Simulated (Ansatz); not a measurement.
Rows from a G0W0 calculation on Si3N4 (P6_3/m) (Ansatz 0.2.0; G0W0 on LDA, plane waves, PAW; 6×6×8 mesh, 489 empty bands, screening to 130 eV, hard PAW files), in eV. Spin-orbit coupling is left out.

| row | Σx | Σc | Vxc | Z |
| --- | --- | --- | --- | --- |
| A | -7.12 | -4.12 | -12.14 | 0.83 |
| B | -7.54 | -4.67 | -13.45 | 0.83 |
| C | -7.19 | -4.51 | -12.86 | 0.83 |
| D | -21.83 | 3.08 | -18.06 | 0.79 |
| E | -7.81 | -4.14 | -12.85 | 0.83 |
| F | -21.71 | 3.20 | -17.80 | 0.79 |

Question: Which rows are filled states and which are empty ones, and how can one tell?

Filled: D and F. Empty: A, B, C and E. The sign of Σc tells: for a filled state bare exchange, which holds its interaction with itself, lies below Vxc (Σx − Vxc is -3.8 eV or lower here) and screening gives part back as a positive Σc. For an empty state Σx lies above Vxc (+5.0 eV or more) and the Coulomb hole leaves Σc negative.

[Runs of the session that timed out or met a known fault of the program may be left out.]

[Cells called generated may have been cut or substituted from an entry of the Crystallography Open Database or the Materials Project.]

[Hosts, paths, dates, database ids (printed as entryN), source tags and the programs' standing remarks are cut or masked in the printed files.]
